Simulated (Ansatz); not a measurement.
# Ti (P6_3/mmc, 2 atoms in the cell): modes against uniaxial strain along c, part 2 of 2

Aim: how do the optical modes of Ti (P6_3/mmc, 2 atoms in the cell) shift and split under this strain?

Ansatz 0.2.0; DFT PBEsol, scalar-relativistic, plane waves, PAW; PAW set soft_1.

So far, highest optical mode at the zone centre (no LO-TO term) (cm⁻¹): step 4 (modes at rest) 192.

### Step 5. A member of the series: uniaxial strain of +4 % along c

The cell takes a uniaxial strain of +4 % along c. The strained length and the angles are held, while the rest of the cell and the atoms relax.

File input.yaml:

```yaml
crystal:
  lattice:
    - [2.8748407583, 0.0, 0.0]
    - [-1.4374203792, 2.4896851285, 0.0]
    - [0.0, 0.0, 4.7722900229]
  atoms:
    - { symbol: Ti, position: [0.3333335213, 0.6666664787, 0.25] }
    - { symbol: Ti, position: [0.6666664787, 0.3333335213, 0.75] }
kpoints:
  mp_grid: { grid: [18, 18, 12] }
hamiltonian:
  xc: pbesol
  pseudopotentials: { kind: paw, azcp: { folder: soft_1 }, xc_functional: pbe }
scf:
  occupations: { method: methfessel_paxton, width: 0.2 }
output:
  forces: true
  stress: true
  eigenvalues: true
relax:
  adjacent_minimum: "off"
  f_tol: 0.001
  max_steps: 60
  cell: { stress_tol: 0.01, fix: [c, angles] }
```

Run with:

```console
ansatz run input.yaml --threads 4 --pin off --max-ram 10240MiB --backend cpu --events-out ev --progress --plain --runs-dir out
```

Numbers of over 12 decimals in the logs are rounded to 6 here.

The program printed:

```text
[...]
k-point 636: bands = [... 8 lower, 10.9044, 10.9044, 12.5709, 12.5709, 14.9636, 14.9636, 15.4398, 15.4398]
--- Relaxed structure (3 steps of the walk, 3 accepted, 1 SCFs on fresh bases) ---
[...]
cell:  # Å, volume = 33.9567 Å³
    - [2.866381, 2.8782539749564758e-11, 0]
    - [-1.433190, 2.482359, 0]
    - [0, 0, 4.7722900229]
  atoms:
    - { symbol: Ti, position: [0.333333, 0.666667, 0.250000] }
    - { symbol: Ti, position: [0.666667, 0.333333, 0.750000] }
[key lines of the parts left out:]
SCF converged after 6 iterations
Free energy (F): -4947.775014 eV
Fermi energy:    13.514822 eV
P = ⅓ Tr σ = -1.8563 GPa (-18.563 kbar)
```

Run time: 15 s. Hardware: 4 threads of Arm Neoverse V2, shared host; peak memory 0.61 GiB.

Step by step:

| step | energy less that of the first step (eV) | largest force component (eV/Å) | pressure (GPa) | volume (Å³) |
| --- | --- | --- | --- | --- |
| 1 | 0.0000 | 0.0000 | -2.51 | 34.16 |
| 2 | -0.0003 | 0.0000 | -1.40 | 33.82 |
| 3 | -0.0005 | 0.0000 | -1.86 | 33.96 |
| 4* | -0.0005 | 0.0000 | -1.86 | 33.96 |

Relaxation steps marked * repeat the geometry before them on a plane-wave basis chosen anew for their cell, so energy and pressure can jump there.

| conventional cell, symmetrised | before | after | change |
| --- | --- | --- | --- |
| a (Å) | 2.875 | 2.866 | -0.3 % |
| b (Å) | 2.875 | 2.866 | -0.3 % |
| c (Å) | 4.772 | 4.772 | +0.0 % |
| volume (Å³/atom) | 17.08 | 16.98 | -0.6 % |

Final coordinates:

```xyz
2
Lattice="2.8664 0.0000 0.0000 -1.4332 2.4824 0.0000 0.0000 0.0000 4.7723" Properties=species:S:1:pos:R:3 pbc="T T T"
Ti    0.0000    1.6549    1.1931
Ti    1.4332    0.8275    3.5792
```

Numbers from this step:

| Item | Value |
| --- | --- |
| pressure | -1.856 GPa |
| volume per atom | 16.98 Å³ |

The largest force component left is 2.1e-4 meV/Å.

### Step 6. Modes of this member: uniaxial strain of +4 % along c

The zone-centre modes follow for uniaxial strain of +4 % along c.

input.yaml, the sections that differ from step 5:

```yaml
crystal:
  lattice:
    - [2.8663808856, 0.0, 0.0]
    - [-1.4331904428, 2.4823586638, 0.0]
    - [0.0, 0.0, 4.7722900229]
  atoms:
    - { symbol: Ti, position: [0.3333333531, 0.6666666469, 0.25] }
    - { symbol: Ti, position: [0.6666666469, 0.3333333531, 0.75] }
output:
  eigenvalues: true
phonons:
  method: dfpt
# kpoints, hamiltonian, scf: as in step 5
# relax: removed
```

The program printed:

```text
[...]
Crystal: 2 atoms, lattice volume = 33.957 Å³
Basis set: ecut = 420 eV, 663 PW (Γ), exchange–correlation on 40×40×64 points (8 copies of the dense FFT grid, shifted against one another)
Bands: 16, of which v1, the nominal top of the filled ones, is band 12 counted from 1 (11 counted from 0)
Symmetry: 24 space group operations
k-points: 637 of 3888 (irreducible under 4 space group operations, time reversal used)
[...]
SCF iter   1: F=—  HF=-4948.243781 eV  |F-HF|=—  |Δ(HF+E_count)|=         —  Δρ=6.38e-2  dr2=1.41e0  ethr=3.10e-3  ⟨swp⟩=4.3  Hψ=88471  notcnv=0
[...]
SCF iter   8: F=-4947.775014 eV  HF=-4947.775014 eV  |F-HF|=0.00e0  |Δ(HF+E_count)|=  4.55e-11  S|Δr|=    0.00e0  Δρ=5.20e-8  dr2=5.52e-13  ethr=1.00e-12  ⟨swp⟩=9.0  Hψ=53678  notcnv=0
SCF 1 converged in 8 iterations: F = -4947.775014 eV  dr2 = 5.52e-13
[...]
SCF converged after 8 iterations
[...]
Free energy (F): -4947.775014 eV
[...]
Internal energy: -4947.779809 eV  (E = F + TS)
E sigma→0 (E₀):  -4947.776213 eV
Entropy (-TS):   0.004795 eV (2.398 meV/atom)
Fermi energy:    13.514822 eV
[...]
--- Band table (eV; the first three rows and the last of 637) ---
  k-point 0: bands = [... 8 lower, 7.2834, 10.7359, 13.9022, 14.1120, 14.3678, 14.3678, 14.8023, 14.8023, ... 4 higher]
  k-point 1: bands = [... 8 lower, 7.3393, 10.7002, 13.8187, 14.0829, 14.3508, 14.3508, 14.7780, 14.7780, ... 4 higher]
  k-point 2: bands = [... 8 lower, 7.5050, 10.5800, 13.6211, 13.9988, 14.3133, 14.3133, 14.7111, 14.7111, ... 4 higher]
  k-point 636: bands = [... 8 lower, 11.4906, 11.4906, 12.9283, 12.9283, 13.4629, 13.4629, 15.1240, 15.1240, ... 4 higher]
[...]
ASR residual: 1.875e-5 → 0.000e0 eV/Å²; symmetrization residual: 3.782e-13 eV/Å²
  ASR residual per site (eV/Å²): 1.87e-5 1.87e-5
  Γ frequencies (cm⁻¹): 0.00 0.00 0.00 119.64 119.64 179.25
[...]
```

It took 21 s on 4 threads; peak memory 1.4 GiB; 77 s of CPU time.

Numbers from this step:

- sum-rule residual before enforcement: 1.87e-5 eV/Å²
- highest optical mode at the zone centre (no LO-TO term): 179.2 cm⁻¹
- lowest optical zone-centre mode: 119.6 cm⁻¹

Patterns of degenerate modes are one choice out of their space. Modes at Γ:

| mode | frequency (cm⁻¹) | symmetry |
| --- | --- | --- |
| 1 | 0.0 | acoustic |
| 2 | 0.0 | acoustic |
| 3 | 0.0 | acoustic |
| 4 | 119.6 | E2g |
| 5 | 119.6 | E2g |
| 6 | 179.2 | B1g |

The lowest optical mode is real, 120 cm⁻¹, and the highest lies at 179.2 cm⁻¹.

Between step 4 and this run (strain 4 %) the value for the highest optical mode at the zone centre (no LO-TO term) moves from 192 cm⁻¹ to 179 cm⁻¹ (-7 %).

### Step 7. A member of the series: uniaxial strain of -4 % along c

The cell takes a uniaxial strain of -4 % along c. The strained length and the angles are held, while the rest of the cell and the atoms relax.

input.yaml, the sections that differ from step 6:

```yaml
crystal:
  lattice:
    - [2.9275270973, 0.0, 0.0]
    - [-1.4637635486, 2.5353128365, 0.0]
    - [0.0, 0.0, 4.4051907902]
  atoms:
    - { symbol: Ti, position: [0.3333333838, 0.6666666162, 0.25] }
    - { symbol: Ti, position: [0.6666666162, 0.3333333838, 0.75] }
output:
  forces: true
  stress: true
  eigenvalues: true
relax:
  adjacent_minimum: "off"
  f_tol: 0.001
  max_steps: 60
  cell: { stress_tol: 0.01, fix: [c, angles] }
# kpoints, hamiltonian, scf: as in step 6
# phonons: removed
```

The program printed:

```text
[...]
Crystal: 2 atoms, lattice volume = 32.696 Å³
Basis set: ecut = 420 eV, 627 PW (Γ), exchange–correlation on 40×40×60 points (8 copies of the dense FFT grid, shifted against one another)
Bands: 16, of which v1, the nominal top of the filled ones, is band 12 counted from 1 (11 counted from 0)
Symmetry: 8 space group operations
k-points: 637 of 3888
[...]
k-point 636: bands = [... 8 lower, 11.3439, 11.3439, 13.2625, 13.2625, 15.4723, 15.4723, 15.6969, 15.6969, ... 4 higher]
--- Relaxed structure (4 steps of the walk, 4 accepted, 2 SCFs on fresh bases) ---
[...]
cell:  # Å, volume = 32.9104 Å³
    - [2.937102, -2.8961907896203395e-11, 0]
    - [-1.468551, 2.543605, 0]
    - [0, 0, 4.4051907902]
  atoms:
    - { symbol: Ti, position: [0.333333, 0.666667, 0.250000] }
    - { symbol: Ti, position: [0.666667, 0.333333, 0.750000] }
[key lines of the parts left out:]
SCF converged after 5 iterations
Free energy (F): -4947.772009 eV
Fermi energy:    14.053872 eV
P = ⅓ Tr σ = 2.1194 GPa (21.194 kbar)
```

Run time: 23 s. Hardware: 4 threads; peak memory 0.66 GiB.

Step by step:

| step | energy less that of the first step (eV) | largest force component (eV/Å) | pressure (GPa) | volume (Å³) |
| --- | --- | --- | --- | --- |
| 1 | 0.0000 | 0.0000 | 2.94 | 32.70 |
| 2 | -0.0001 | 0.0000 | 1.45 | 33.09 |
| 3 | -0.0006 | 0.0000 | 2.11 | 32.91 |
| 4* | -0.0006 | 0.0000 | 2.11 | 32.91 |
| 5 | -0.0006 | 0.0000 | 2.12 | 32.91 |
| 6* | -0.0006 | 0.0000 | 2.12 | 32.91 |

Relaxation steps marked * repeat the geometry before them on a plane-wave basis chosen anew for their cell, so energy and pressure can jump there.

| conventional cell, symmetrised | before | after | change |
| --- | --- | --- | --- |
| a (Å) | 2.928 | 2.937 | +0.3 % |
| b (Å) | 2.928 | 2.937 | +0.3 % |
| c (Å) | 4.405 | 4.405 | -0.0 % |
| volume (Å³/atom) | 16.35 | 16.46 | +0.7 % |

The relaxed structure:

```cif
data_structure
_symmetry_space_group_name_H-M 'P 1'
_symmetry_Int_Tables_number 1
_cell_length_a 2.9371
_cell_length_b 2.9371
_cell_length_c 4.4052
_cell_angle_alpha 90.000
_cell_angle_beta 90.000
_cell_angle_gamma 120.000
_cell_volume 32.91
loop_
_atom_site_label
_atom_site_type_symbol
_atom_site_fract_x
_atom_site_fract_y
_atom_site_fract_z
_atom_site_occupancy
Ti1 Ti 0.33333 0.66667 0.25000 1
Ti2 Ti 0.66667 0.33333 0.75000 1
```

Numbers from this step:

* pressure: 2.119 GPa
* volume per atom: 16.46 Å³

The largest force component left is 8.1e-4 meV/Å.

### Step 8. Zone-centre modes of the member: uniaxial strain of -4 % along c

The zone-centre modes follow for uniaxial strain of -4 % along c.

input.yaml, the sections that differ from step 7:

```yaml
crystal:
  lattice:
    - [2.9371020651, 0.0, 0.0]
    - [-1.4685510325, 2.5436050019, 0.0]
    - [0.0, 0.0, 4.4051907902]
  atoms:
    - { symbol: Ti, position: [0.3333332734, 0.6666667266, 0.25] }
    - { symbol: Ti, position: [0.6666667266, 0.3333332734, 0.75] }
output:
  eigenvalues: true
phonons:
  method: dfpt
# kpoints, hamiltonian, scf: as in step 7
# relax: removed
```

The program printed:

```text
[...]
Crystal: 2 atoms, lattice volume = 32.910 Å³
Basis set: ecut = 420 eV, 627 PW (Γ), exchange–correlation on 40×40×60 points (8 copies of the dense FFT grid, shifted against one another)
Bands: 16, of which v1, the nominal top of the filled ones, is band 12 counted from 1 (11 counted from 0)
Symmetry: 24 space group operations
k-points: 637 of 3888 (irreducible under 4 space group operations, time reversal used)
[...]
k-point 2: bands = [... 8 lower, 7.9972, 11.1452, 14.5726, 14.5726, 15.0090, 15.1648, 15.2134, 15.2134, ... 4 higher]
  k-point 636: bands = [... 8 lower, 11.9251, 11.9251, 13.4542, 13.4542, 13.9101, 13.9101, 15.6537, 15.6537, ... 4 higher]
[...]
ASR residual: 1.599e-5 → 0.000e0 eV/Å²; symmetrization residual: 5.105e-10 eV/Å²
  ASR residual per site (eV/Å²): 1.60e-5 1.60e-5
  Γ frequencies (cm⁻¹): 0.00 0.00 0.00 132.35 132.35 249.41
[...]
[key lines of the parts left out:]
SCF converged after 8 iterations
Free energy (F): -4947.772009 eV
Fermi energy:    14.053872 eV
```

Wall time 21 s (4 threads); peak memory 1.4 GiB; 77 s of CPU time.

This step gave:

```yaml
sum_rule_residual_before_enforcement: 1.60e-5 eV/Å²
highest_optical_mode_at_the_zone_centre_no_lo_to_term: 249.4 cm⁻¹
lowest_optical_zone_centre_mode: 132.3 cm⁻¹
```

Patterns of degenerate modes are one choice out of their space. Modes at Γ:

| mode | frequency (cm⁻¹) | symmetry |
| --- | --- | --- |
| 1 | 0.0 | acoustic |
| 2 | 0.0 | acoustic |
| 3 | 0.0 | acoustic |
| 4 | 132.3 | E2g |
| 5 | 132.3 | E2g |
| 6 | 249.4 | B1g |

Displacements in mode 4 (132.3 cm⁻¹), the largest set to 1:
```
Ti1 -0.17 -1.00  0.00
Ti2  0.17  1.00  0.00
```

Displacements in mode 6 (249.4 cm⁻¹), the largest set to 1:
```
Ti1  0.00  0.00  1.00
Ti2  0.00  0.00 -1.00
```

The lowest optical mode is real, 132 cm⁻¹, and the highest lies at 249.4 cm⁻¹.

For the highest optical mode at the zone centre (no LO-TO term), step 4 gave 192 cm⁻¹; this run, with strain -4 %, gives 249 cm⁻¹ (+30 %).

### Step 9. All members side by side

The members are set side by side, also those not shown above.

Stress is positive in compression; energies are extrapolated to zero smearing, and E0 is that at rest; the edges not held and the atoms are relaxed in each cell; all runs use 18×18×12 k points and Methfessel-Paxton smearing of 0.2 eV. State of the crystal along the series:

| strain (%) | stress along the axis (GPa) | free strain along a (%) | free strain along b (%) | E - E0 (meV/atom) |
| --- | --- | --- | --- | --- |
| -4 | 6.358 | 1.264 | 1.264 | 13.37 |
| -3 | 4.74 | 0.9338 | 0.9338 | 7.446 |
| -2 | 3.131 | 0.6138 | 0.6138 | 3.293 |
| -1 | 1.55 | 0.3031 | 0.3031 | 0.8281 |
| 0 | -0.002432 | 0 | 0 | 0 |
| 1 | -1.517 | -0.2968 | -0.2968 | 0.7816 |
| 2 | -2.954 | -0.5899 | -0.5899 | 3.108 |
| 3 | -4.293 | -0.8827 | -0.8827 | 6.844 |
| 4 | -5.565 | -1.174 | -1.174 | 11.87 |

Optical modes are counted from below at rest and tracked from member to member by their patterns, and modes that stay within 0.3 cm⁻¹ of each other stand once; labels, where given, are those at rest; the edges not held and the atoms are relaxed in each cell; all runs use 18×18×12 k points and Methfessel-Paxton smearing of 0.2 eV. Optical modes along the series:

| strain (%) | optical mode 1 E2g (cm⁻¹) | optical mode 2 B1g (cm⁻¹) |
| --- | --- | --- |
| -4 | 132.3 | 249.4 |
| -3 | 131.4 | 234.2 |
| -2 | 130.4 | 218.8 |
| -1 | 129.2 | 204.2 |
| 0 | 127.8 | 192.1 |
| 1 | 126 | 183.6 |
| 2 | 123.9 | 179 |
| 3 | 121.8 | 177.8 |
| 4 | 119.6 | 179.2 |

Value and slope at zero strain of a cubic (a lower polynomial where under five rows exist) through the rows within 2 % of rest. Slopes at rest:

| mode | frequency (cm⁻¹) | shift per percent of strain (cm⁻¹) | shift per GPa of compressive stress (cm⁻¹) |
| --- | --- | --- | --- |
| optical mode 1 E2g | 127.7 | -1.64 | 1.07 |
| optical mode 2 B1g | 192.2 | -10.44 | 6.79 |

### Step 10. Summary of results

* members: 9
* highest optical mode at the zone centre (no LO-TO term), at rest: 192.1 cm⁻¹
* Young’s modulus along c: 154 GPa
* optical mode 1 E2g, shift per percent: -1.64 cm⁻¹
* optical mode 2 B1g, shift per percent: -10.44 cm⁻¹

The stress changes by 1.54 GPa for each percent, a Young’s modulus of 154 GPa along c. For each percent the free edge responds with -0.30 %. Within 2 % of rest optical mode 2 B1g bends away from a straight line, so a single slope holds only near rest. These are harmonic frequencies at zero temperature: anharmonic shifts, linewidths and thermal expansion are left out. With no gap, or one that is small against the smearing, the frequencies hang on the k mesh and the smearing, most of all near Kohn anomalies. The PAW files were made for PBE; the program adapts parts of them to the functional of the run, but their partial waves stay those of PBE, an approximation that was not tested in this session. Only the zone centre was solved, so an instability at another wavevector cannot show here.

[Logs are printed without paths, hosts, clocks, repeated set-up lines and the standing remarks that a program may print on its own settings, such as how far it seeks lower states.]

[Hosts, paths, dates, database ids (printed as entryN), source tags and the programs' standing remarks are cut or masked in the printed files.]
